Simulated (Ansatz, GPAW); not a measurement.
# Cutoff, mesh and smearing for a 6-layer slab of Fe(110)

How do cutoff, mesh, smearing and the dipole layer change the work function of a 6-layer slab of Fe(110)?

Program: GPAW 26.7.0 and Ansatz 0.2.0. Level of theory: Ansatz plane waves; slab in vacuum with a dipole correction, relaxation, in the first sound run; inputs show where later runs differ. Results are calculated unless marked as measured.

## 1. The structure

The cell holds 6 atoms: 6 Fe. Cell: a = 2.485 Å, b = 2.485 Å, c = 24.147 Å, α = 90.0°, β = 90.0°, γ = 70.5°. Vacuum lies along c.

## 2. Relaxation

The atoms are relaxed first, since the surface dipole, and with it the work function, follows the positions of the outer layers. The lowest 3 atoms are held at bulk positions and keep their forces.

input.yaml

```yaml
crystal:
  lattice:
    - [2.029396462, -1.435, 0.0]
    - [2.029396462, 1.435, 0.0]
    - [0.0, 0.0, 24.14698231]
  atoms:
    - { symbol: Fe, position: [0.0, 0.0, 0.2898912962], spin: 2.5 }
    - { symbol: Fe, position: [0.5, 0.5, 0.3739347777], spin: 2.5 }
    - { symbol: Fe, position: [0.0, 0.0, 0.4579782592], spin: 2.5 }
    - { symbol: Fe, position: [0.5, 0.5, 0.5420217408], spin: 2.5 }
    - { symbol: Fe, position: [0.0, 0.0, 0.6260652223], spin: 2.5 }
    - { symbol: Fe, position: [0.5, 0.5, 0.7101087038], spin: 2.5 }
magnetization:
  spin_polarized: true
kpoints:
  mp_grid: { grid: [13, 13, 1] }
hamiltonian:
  xc: pbe
scf:
  occupations: { method: fermi_dirac, width: 0.1 }
efield:
  axis: 3
  dipole_correction: true
  ramp_width: 0.05
relax:
  f_tol: 0.02
  max_steps: 60
  constraints: [{ sites: [0, 1, 2] }]
output:
  write_potential: true
  write_density: true
  volumetric_format: npy
```

Launch:

```
> ansatz run input.yaml --threads 4 --pin off --max-ram 8192MiB --backend cpu --events-out ev --progress --plain --runs-dir out
```

Numbers of over 12 decimals in the logs are rounded to 6 here.

What it wrote:

```text
Engine: ansatz 0.2.0, x86_64-unknown-linux-gnu
Pseudopotentials: kind: paw
Pseudopotential: Fe, paw, valence charge 16, recommended cutoff 420 eV (normal), Fe.paw.azcp
Functional definition: PBE
  parameter kappa = 0.804
  parameter beta = 0.066725
  exchange = pbe_x(kappa = kappa, mu = beta*pi^2/3)
  correlation = pbe_c(beta = beta)
Crystal: 6 atoms, lattice volume = 140.641 Å³
Basis set: ecut = 420 eV, 2723 PW (Γ), exchange–correlation on 36×36×324 points (8 copies of the dense FFT grid, shifted against one another)
Bands: 67, of which v1, the nominal top of the filled ones, is band 48 counted from 1 (47 counted from 0)
Symmetry: 4 space group operations
k-points: 49 of 169
Non-local potential: Fe, projectors of the file, l = 0: 3, l = 1: 2, l = 2: 3, l = 3: 1
PAW form: soft (Blöchl's): semilocal exchange-correlation on the pseudo side does not see the compensation charge
PAW one-centre angular grid: Fe, 590 points (default); XC on 64 Gauss nodes
Initial density: superposition of atomic densities (neutral atoms: chi_scale 0, normalization atom)
Starting moments: Σ|m| = 15 μB on 6 of 6 sites
Initial wavefunctions: pseudopotential atomic-orbital guess
Functional: x = pbe(κ = 0.804, μ = 0.219515), c = pbe(β = 0.066725)
SCF iter   1: F=—  HF=-26880.285557 eV  |F-HF|=—  |Δ(HF+E_count)|=         —  Δρ=5.24e-2 (↑2.25e-2 ↓5.24e-2)  dr2=1.51e1  dr2_m=6.56e-1  M=14.299 μB ∫|m|=14.477 μB  β_m=1.00  ethr=3.10e-3  p=0.000 e·Å  D=5.82e-13 V/Å  ΔV_dip=-0.00 eV  dr2_dipole=7.26e-8  V_vac-E_F(+/−)=7.71/7.71 eV  ⟨swp⟩=8.7  Hψ=30376  notcnv=0  defer=124
Mixer restart at iter 1: flushing history
efield: sawtooth ramp at fractional position 0.9750 (placed from the atoms, in the widest stretch of the axis that holds none; the zero of the levels goes with the place), width 0.0500; the density the first Hamiltonian is built on has a dipole p = 0.000 e·Å; the dipole correction subtracts the counter field D = 5.82e-13 V/Å, which shifts the + side's vacuum level by -0.00 eV against the − side's; the planar-averaged density in the ramp window peaks in size at 2.9e-5 e/Å³
preconditioner: auto → LDOS  [metal: Δε(μ)=0.004 eV  Ē_g=6.831 eV  σ=0.100 eV  W_gap=0.01  n_scr=18 (ndim 8)  ℏωp=21.7 eV  f_vac=0.441  D(μ)=7.23/eV (n_scr^D=66)]
spin=Collinear: LDOS preconditioning applied to the charge; magnetization (m = ρ↑ − ρ↓) channel mixes plain (no charge-response kernel on spin).
SCF iter   2: F=—  HF=-26878.181334 eV  |F-HF|=—  |Δ(HF+E_count)|=    2.10e0  Δρ=1.47e-2 (↑1.47e-2 ↓1.07e-2)  dr2=1.51e0  dr2_m=1.13e-1  M=14.294 μB ∫|m|=14.788 μB  β_m=0.33  ethr=3.10e-3  p=0.000 e·Å  D=2.77e-4 V/Å  ΔV_dip=-0.01 eV  dr2_dipole=1.53e-6  V_vac-E_F(+/−)=6.48/6.49 eV  ⟨swp⟩=3.0  Hψ=12556  notcnv=0  defer=365
density mixer auto → msr1: a metal under ldos (density of states about μ 2.95 of a free-electron gas's, 18 screened modes)
SCF iter   3: F=—  HF=-26879.613504 eV  |F-HF|=—  |Δ(HF+E_count)|=    1.43e0  Δρ=7.06e-3 (↑7.06e-3 ↓5.08e-3)  dr2=1.85e-1  dr2_m=2.47e-2  M=14.199 μB ∫|m|=14.794 μB  β_m=0.45  ethr=1.57e-3  p=0.000 e·Å  D=1.34e-4 V/Å  ΔV_dip=-0.00 eV  dr2_dipole=4.45e-5  V_vac-E_F(+/−)=5.78/5.78 eV  ⟨swp⟩=2.8  Hψ=9738  notcnv=0  defer=359
SCF iter   4: F=—  HF=-26880.830982 eV  |F-HF|=—  |Δ(HF+E_count)|=         —  Δρ=8.89e-3 (↑8.89e-3 ↓5.42e-3)  dr2=5.16e-2  dr2_m=5.87e-2  M=14.398 μB ∫|m|=15.069 μB  β_m=0.45  ethr=1.93e-4  p=-0.000 e·Å  D=-8.43e-5 V/Å  ΔV_dip=0.00 eV  dr2_dipole=4.74e-6  V_vac-E_F(+/−)=5.11/5.11 eV  ⟨swp⟩=3.4  Hψ=14602  notcnv=0  defer=375
SCF iter   5: F=—  HF=-26881.072959 eV  |F-HF|=—  |Δ(HF+E_count)|=   2.42e-1  Δρ=5.25e-3 (↑5.25e-3 ↓3.30e-3)  dr2=2.02e-2  dr2_m=2.09e-2  M=14.421 μB ∫|m|=15.099 μB  β_m=0.73  ethr=5.38e-5  p=-0.000 e·Å  D=-8.18e-5 V/Å  ΔV_dip=0.00 eV  dr2_dipole=2.28e-6  V_vac-E_F(+/−)=4.94/4.94 eV  ⟨swp⟩=2.5  Hψ=11975  notcnv=0  defer=395
SCF iter   6: F=—  HF=-26881.158164 eV  |F-HF|=—  |Δ(HF+E_count)|=   8.52e-2  Δρ=1.64e-3 (↑1.64e-3 ↓7.25e-4)  dr2=9.21e-3  dr2_m=1.43e-3  M=14.501 μB ∫|m|=15.184 μB  β_m=0.76  ethr=2.10e-5  p=-0.000 e·Å  D=-9.23e-5 V/Å  ΔV_dip=0.00 eV  dr2_dipole=9.50e-5  V_vac-E_F(+/−)=4.79/4.79 eV  ⟨swp⟩=2.9  Hψ=13549  notcnv=0  defer=394
SCF iter   7: F=—  HF=-26881.157166 eV  |F-HF|=—  |Δ(HF+E_count)|=   9.98e-4  Δρ=1.17e-3 (↑1.17e-3 ↓4.28e-4)  dr2=2.87e-3  dr2_m=2.35e-4  M=14.476 μB ∫|m|=15.167 μB  β_m=0.64  ethr=9.60e-6  p=0.000 e·Å  D=3.23e-5 V/Å  ΔV_dip=-0.00 eV  dr2_dipole=1.88e-4  V_vac-E_F(+/−)=4.74/4.74 eV  ⟨swp⟩=2.0  Hψ=9875  notcnv=0  defer=393
SCF iter   8: F=—  HF=-26881.157273 eV  |F-HF|=—  |Δ(HF+E_count)|=   1.06e-4  Δρ=3.26e-4 (↑3.26e-4 ↓1.46e-4)  dr2=2.03e-4  dr2_m=3.16e-5  M=14.482 μB ∫|m|=15.174 μB  β_m=0.57  ethr=2.99e-6  p=-0.000 e·Å  D=-5.10e-5 V/Å  ΔV_dip=0.00 eV  dr2_dipole=2.76e-5  V_vac-E_F(+/−)=4.74/4.73 eV  ⟨swp⟩=2.1  Hψ=10200  notcnv=0  defer=392
SCF iter   9: F=—  HF=-26881.157359 eV  |F-HF|=—  |Δ(HF+E_count)|=   8.60e-5  Δρ=9.09e-5 (↑9.09e-5 ↓9.06e-5)  dr2=1.61e-5  dr2_m=6.31e-6  M=14.483 μB ∫|m|=15.174 μB  β_m=0.61  ethr=2.11e-7  p=-0.000 e·Å  D=-5.87e-6 V/Å  ΔV_dip=0.00 eV  dr2_dipole=1.16e-6  V_vac-E_F(+/−)=4.73/4.73 eV  ⟨swp⟩=3.5  Hψ=12920  notcnv=0  defer=392
SCF iter  10: F=—  HF=-26881.157400 eV  |F-HF|=—  |Δ(HF+E_count)|=   4.14e-5  Δρ=4.72e-5 (↑4.50e-5 ↓4.72e-5)  dr2=4.18e-6  dr2_m=1.83e-6  M=14.484 μB ∫|m|=15.175 μB  β_m=0.67  ethr=1.68e-8  p=-0.000 e·Å  D=-1.48e-5 V/Å  ΔV_dip=0.00 eV  dr2_dipole=4.79e-7  V_vac-E_F(+/−)=4.73/4.73 eV  ⟨swp⟩=2.5  Hψ=10928  notcnv=0  defer=392
SCF iter  11: F=-26881.157400 eV  HF=-26881.157407 eV  |F-HF|=7.30e-6  |Δ(HF+E_count)|=   6.94e-6  Δρ=4.92e-5 (↑4.92e-5 ↓3.23e-5)  dr2=8.40e-6  dr2_m=2.48e-7  M=14.484 μB ∫|m|=15.175 μB  ethr=4.36e-9  p=-0.000 e·Å  D=-3.44e-6 V/Å  ΔV_dip=0.00 eV  dr2_dipole=2.67e-9  V_vac-E_F(+/−)=4.73/4.73 eV  ⟨swp⟩=9.5  Hψ=50542  notcnv=0
SCF 1 converged in 11 iterations: F = -26881.157400 eV  dr2 = 8.40e-6
  greatest PAW one-centre occupation: 1.002 electrons in one spin orbital (limit 2), on the Fe atom at site 5 (counted from 0), in its partial waves of l = 1
relax step   1: F+E_penalty+E_count = -26881.15739960 eV  Δ(F+E_penalty+E_count) = +0.000e0 eV  max|allowed force component| = 2.704e-1 eV/Å  Δτ_max = 0.0000 Å  (11 SCF iters, dr2 threshold 1.00e-5 eV, accepted)
Initial density: handed on by an earlier stage of this run
Starting moments: Σ|m| = 15 μB on 6 of 6 sites; this step starts from the density that it was given
Initial wavefunctions: those handed on with the density
[...]
SCF iter   9: F=—  HF=-26881.180204 eV  |F-HF|=—  |Δ(HF+E_count)|=   1.35e-6  Δρ=2.26e-5 (↑2.26e-5 ↓1.35e-5)  dr2=3.42e-6  dr2_m=1.71e-7  M=14.256 μB ∫|m|=14.915 μB  β_m=0.62  ethr=3.55e-9  p=0.001 e·Å  D=9.47e-4 V/Å  ΔV_dip=-0.02 eV  dr2_dipole=2.38e-6  V_vac-E_F(+/−)=4.71/4.73 eV  ⟨swp⟩=2.1  Hψ=9361  notcnv=0  defer=392
SCF iter  10: F=—  HF=-26881.180204 eV  |F-HF|=—  |Δ(HF+E_count)|=   1.69e-8  Δρ=7.46e-6 (↑7.46e-6 ↓6.63e-6)  dr2=9.84e-7  dr2_m=2.60e-8  M=14.256 μB ∫|m|=14.916 μB  β_m=0.61  ethr=3.55e-9  p=0.001 e·Å  D=8.68e-4 V/Å  ΔV_dip=-0.02 eV  dr2_dipole=8.63e-7  V_vac-E_F(+/−)=4.71/4.73 eV  ⟨swp⟩=2.1  Hψ=8647  notcnv=0  defer=392
SCF iter  11: F=-26881.180204 eV  HF=-26881.180204 eV  |F-HF|=5.25e-7  |Δ(HF+E_count)|=   2.65e-8  Δρ=8.68e-6 (↑8.68e-6 ↓5.76e-6)  dr2=3.69e-7  dr2_m=8.97e-9  M=14.256 μB ∫|m|=14.916 μB  ethr=1.03e-9  p=0.001 e·Å  D=8.25e-4 V/Å  ΔV_dip=-0.02 eV  dr2_dipole=1.92e-7  V_vac-E_F(+/−)=4.71/4.73 eV  ⟨swp⟩=9.1  Hψ=45890  notcnv=0
SCF 3 converged in 11 iterations: F = -26881.180204 eV  dr2 = 3.69e-7
relax step   3: F+E_penalty+E_count = -26881.18020392 eV  Δ(F+E_penalty+E_count) = -7.146e-3 eV  max|allowed force component| = 1.367e-2 eV/Å  Δτ_max = 0.1009 Å  (11 SCF iters, dr2 threshold 1.57e-6 eV, accepted)
iter 1 solved again at ethr=1.54e-10 eV; its pass at ethr=3.10e-3 eV (dr2=1.48e-7 eV) is discarded
SCF iter   1: F=—  HF=-26881.180204 eV  |F-HF|=—  |Δ(HF+E_count)|=         —  Δρ=9.60e-6 (↑9.60e-6 ↓2.94e-6)  dr2=1.48e-7  dr2_m=3.46e-8  M=14.256 μB ∫|m|=14.915 μB  β_m=1.00  ethr=1.54e-10  p=0.001 e·Å  D=8.25e-4 V/Å  ΔV_dip=-0.02 eV  dr2_dipole=7.26e-9  V_vac-E_F(+/−)=4.71/4.73 eV  ⟨swp⟩=1.2  Hψ=16166  notcnv=0  defer=384
efield: sawtooth ramp at fractional position 0.9750 (handed on by an earlier solve), width 0.0500; the density the first Hamiltonian is built on has a dipole p = 0.001 e·Å; the dipole correction subtracts the counter field D = 8.25e-4 V/Å, which shifts the + side's vacuum level by -0.02 eV against the − side's; the planar-averaged density in the ramp window peaks in size at 2.3e-5 e/Å³
preconditioner: auto → LDOS  [metal: Δε(μ)=0.006 eV  Ē_g=6.573 eV  σ=0.100 eV  W_gap=0.02  n_scr=12 (ndim 8)  ℏωp=21.7 eV  f_vac=0.457  D(μ)=6.83/eV (n_scr^D=58)]
spin=Collinear: LDOS preconditioning applied to the charge; magnetization (m = ρ↑ − ρ↓) channel mixes plain (no charge-response kernel on spin).
SCF iter   2: F=—  HF=-26881.180204 eV  |F-HF|=—  |Δ(HF+E_count)|=   2.14e-8  Δρ=1.91e-6 (↑1.75e-6 ↓1.91e-6)  dr2=4.00e-8  dr2_m=2.36e-9  M=14.256 μB ∫|m|=14.915 μB  β_m=0.31  ethr=1.54e-10  p=0.001 e·Å  D=8.19e-4 V/Å  ΔV_dip=-0.02 eV  dr2_dipole=2.68e-9  V_vac-E_F(+/−)=4.71/4.73 eV  ⟨swp⟩=2.0  Hψ=8678  notcnv=0  defer=384
density mixer auto → msr1: a metal under ldos (density of states about μ 2.78 of a free-electron gas's, 18 screened modes)
SCF iter   3: F=—  HF=-26881.180204 eV  |F-HF|=—  |Δ(HF+E_count)|=   3.89e-9  Δρ=3.22e-6 (↑2.28e-6 ↓3.22e-6)  dr2=1.33e-7  dr2_m=6.65e-9  M=14.256 μB ∫|m|=14.915 μB  β_m=0.66  ethr=4.16e-11  p=0.001 e·Å  D=8.13e-4 V/Å  ΔV_dip=-0.02 eV  dr2_dipole=1.27e-7  V_vac-E_F(+/−)=4.71/4.73 eV  ⟨swp⟩=1.1  Hψ=6583  notcnv=0  defer=383
SCF iter   4: F=-26881.180204 eV  HF=-26881.180204 eV  |F-HF|=5.45e-8  |Δ(HF+E_count)|=   5.90e-9  Δρ=1.24e-6 (↑1.20e-6 ↓1.24e-6)  dr2=5.72e-8  dr2_m=3.83e-10  M=14.256 μB ∫|m|=14.915 μB  ethr=4.16e-11  p=0.001 e·Å  D=7.99e-4 V/Å  ΔV_dip=-0.02 eV  dr2_dipole=2.33e-10  V_vac-E_F(+/−)=4.71/4.73 eV  ⟨swp⟩=8.0  Hψ=37562  notcnv=0
SCF 4 converged in 4 iterations: F = -26881.180204 eV  dr2 = 5.72e-8
relax step   4: F+E_penalty+E_count = -26881.18020438 eV  Δ(F+E_penalty+E_count) = -4.646e-7 eV  max|allowed force component| = 1.362e-2 eV/Å  Δτ_max = 0.0000 Å  (4 SCF iters, accepted)
NSCF: frozen V_eff on 49 k-points
the band table was solved once a step of the walk had ended and its energy, with any forces and stress, was formed, with the checks that follow a solve (34787 applications of the Hamiltonian). They found nothing against the state; the energy, forces and stress were not computed again (output.eigenvalues in the input reference)
WARN: The output density's exchange-correlation potential varies sharply where the density is thin. Do not read a vacuum level from v_tot or v_xc, or from such a field of the output density. On a cell that repeats whose density bears no net charge and no dipole along the vacuum's axis use v_es (v_loc + v_h of the components); under efield.dipole_correction with no amplitude use v_es + v_field, which holds any externa [...]
SCF converged after 4 iterations
Magnetization: 14.2557 μB (55.1278 up, 40.8722 down)
Absolute magnetization: 14.9159 μB (∫|ρ↑−ρ↓|, with the PAW one-centre terms)
Spin contamination: 0.2612 ħ² per cell (⟨S²⟩ above its minimum at these occupations)
Per-site moments (μB) at R_I (Å): [(2.645703, 1.025266), (2.392930, 1.025266), (2.231000, 1.002364), (2.185151, 1.002364), (2.308505, 1.003961), (2.595742, 1.003961)]
Free energy (F): -26881.180204 eV
Harris-Foulkes:  -26881.180204 eV  (|F-HF|=5.45e-8)
Internal energy: -26880.957505 eV  (E = F + TS)
E sigma→0 (E₀):  -26881.068855 eV
Entropy (-TS):   -0.222700 eV (-37.117 meV/atom)
Fermi energy:    6.695233 eV
Dipole field:    D = 0.000775 V/Å  (p = 0.000602 e·Å, saw-weighted, corrected)
Work function:   Φ+ = 4.7139 eV   Φ− = 4.7326 eV
Levels:          The Fermi level and band energies are counted from a zero that moves with the ramp; work functions are not
--- Per-component energies (eV) ---
  E_band       = -2399.051023
  E_kinetic    = 2095.272266
  E_local      = -162359.100851  (includes V_loc(G=0)·N_el)
  E_nonlocal   = 1320.767175
  E_hartree    = 79625.653534
  E_xc         = -702.389078
  E_vxc        = -904.056635  (∫ρ·V_xc dr)
  E_paw        = -8203.932999  (= ΣΔE_a)
  E_vpaw       = -1803.333966  (= ΣTr[D̂ρ^β])
  E_aug_tail   = 0.004814  (compensation charges beyond the density's cutoff)
  E_efield     = 0.000000  (sawtooth field / dipole correction)
  E_vefield    = 0.004418  (∫n·V_field dr)
  E_ewald      = 61342.767635
  E_smearing   = -0.222700  (= −TS)
  E_closure    = 0.000000  (closes the sum)
  Σ components = -26881.180204   (vs F -26881.180204, Δ=0.00e0)
--- Forces (eV/Å), atoms counted from 1 ---
  atom   1  Fe     0.00000000     0.00000000     0.27404856
  atom   2  Fe     0.00000000     0.00000000    -0.08230904
  atom   3  Fe     0.00000000     0.00000000    -0.21647200
  atom   4  Fe     0.00000000     0.00000000     0.01362115
  atom   5  Fe     0.00000000     0.00000000    -0.00124640
  atom   6  Fe     0.00000000     0.00000000     0.01235956
  max |Σ_I F_I| component: 1.82e-6 eV/Å
--- Band table (eV; the first three rows and the last of 98) ---
  k-point 0 ↑: bands = [... 44 lower, 5.3849, 5.4151, 5.4623, 5.5356, 5.5397, 5.5696, 5.6032, 5.6100, ... 15 higher]
  k-point 1 ↑: bands = [... 44 lower, 5.3398, 5.3573, 5.3898, 5.4444, 5.5095, 5.5284, 5.5536, 5.5575, ... 15 higher]
  k-point 2 ↑: bands = [... 44 lower, 5.2331, 5.3117, 5.3204, 5.3623, 5.4837, 5.4937, 5.5311, 5.5925, ... 15 higher]
  k-point 48 ↓: bands = [... 44 lower, 8.2626, 8.3500, 8.3986, 8.8336, 8.8480, 8.8759, 8.9700, 9.0467, ... 15 higher]
--- Relaxed structure (4 steps of the walk, 4 accepted, 0 SCFs on fresh bases) ---
  F+E_penalty+E_count = -26881.18020438 eV   max|allowed force component| = 1.362e-2 eV/Å
  atoms:
    - { symbol: Fe, position: [0.0, 0.0, 0.2898912962] }
    - { symbol: Fe, position: [0.5, 0.5, 0.3739347777] }
    - { symbol: Fe, position: [0.0, 0.0, 0.4579782592] }
    - { symbol: Fe, position: [0.5, 0.5, 0.539190] }
    - { symbol: Fe, position: [0.0, 0.0, 0.621418] }
    - { symbol: Fe, position: [0.5, 0.5, 0.702828] }
```

Run time: 95 s. Hardware: 4 threads of AMD EPYC 7B13 (Zen 3), shared host; peak memory 1 GiB.

The steps of the relaxation:

```tsv
step	energy less that of the first step (eV)	largest force component (eV/Å)
1	0.0000	0.2704
2	-0.0157	0.1586
3	-0.0228	0.0137
4	-0.0228	0.0136
```

Forces are held to the 4 operations that the run works with; a distortion that breaks them can't arise in this run.

The atoms that moved most (Å):

```tsv
atom	dx	dy	dz	length
Fe6	0.000	0.000	-0.176	0.176
Fe5	0.000	0.000	-0.112	0.112
Fe4	0.000	0.000	-0.068	0.068
```

The relaxed structure:

```xyz
6
Lattice="2.0294 -1.4350 0.0000 2.0294 1.4350 0.0000 0.0000 0.0000 24.1470" Properties=species:S:1:pos:R:3
Fe    0.0000    0.0000    7.0000
Fe    2.0294    0.0000    9.0294
Fe    0.0000    0.0000   11.0588
Fe    2.0294    0.0000   13.0198
Fe    0.0000    0.0000   15.0054
Fe    2.0294    0.0000   16.9712
```

Numbers from this step:

* free energy: -26881.1802 eV
* smearing term TS: 0.2227 eV
* magnetization: 14.26 μB
* absolute magnetization: 14.92 μB
* site moments: 2.646, 2.393, 2.231, 2.185, 2.309, 2.596 μB
* symmetry operations: 4
* upper work function: 4.714 eV
* lower work function: 4.733 eV
* dipole along the normal: 6.02e-4 e·Å
* dipole field: 7.75e-4 V/Å
* vacuum level above: 11.41 eV
* vacuum level below: 11.43 eV

The electrostatic potential energy of an electron (with the applied field's), less the Fermi level, planar mean by z:

```tsv
z (Å)	electrostatic potential energy of an electron (with the applied field's), less the Fermi level, planar mean (eV)
0.0	4.72
0.5	4.73
1.0	4.73
1.5	4.73
2.0	4.73
2.5	4.73
3.0	4.73
3.5	4.72
4.0	4.70
4.5	4.63
5.0	4.38
5.5	3.54
6.0	0.634
6.5	-10.1
7.0	-17.6
7.5	-9.94
8.0	-1.05
8.5	-9.19
9.0	-17.4
9.5	-10.6
10.0	-0.932
10.5	-8.34
11.0	-17.4
11.5	-11.5
12.0	-1.72
12.5	-9.46
13.0	-17.5
13.5	-10.4
14.0	-1.28
14.5	-9.80
15.0	-17.5
15.5	-10.2
16.0	-1.68
16.5	-10.7
17.0	-17.6
17.5	-9.36
18.0	0.927
18.5	3.61
19.0	4.39
19.5	4.62
20.0	4.69
20.5	4.70
21.0	4.71
21.5	4.71
22.0	4.71
22.5	4.71
23.0	4.71
23.5	4.71
```

The valence density, planar mean (density) oscillates, so the rows of the table below give means over windows of 1.94 Å about each position, cut where the curve ends. Its maxima inside the range that stand out by 2 % of the span (Å: e/Å³): 7.0: 3.31, 9.1: 3.23, 11.0: 3.29, 13.0: 3.25, 15.1: 3.26, 17.0: 3.30. Its minima: 8.0: 0.297, 10.0: 0.299, 12.1: 0.326, 14.0: 0.313, 15.9: 0.323.

Valence density, planar mean against z; means over each step:

```tsv
z (Å)	density (e/Å³)	rho spin (e/Å³)
2.91	1.5e-4	-1.0e-5
4.85	0.0179	0.00210
6.79	1.35	0.235
8.73	1.40	0.205
10.67	1.39	0.190
12.61	1.41	0.188
14.55	1.40	0.198
16.49	1.40	0.218
18.43	0.134	0.0257
20.37	8.5e-4	-5.4e-6
22.31	6.9e-6	-1.0e-6
```

Site moment by atom:

```tsv
atom	site moment (μB)
Fe1	2.65
Fe2	2.39
Fe3	2.23
Fe4	2.19
Fe5	2.31
Fe6	2.60
```

The relaxation lowered the energy of the cell by 0.0228 eV.

(Continued in part 2 of 2.)

[Logs are printed without paths, hosts, clocks, repeated set-up lines and the standing remarks that a program may print on its own settings, such as how far it seeks lower states.]

[Hosts, paths, dates, database ids (printed as entryN), source tags and the programs' standing remarks are cut or masked in the printed files.]
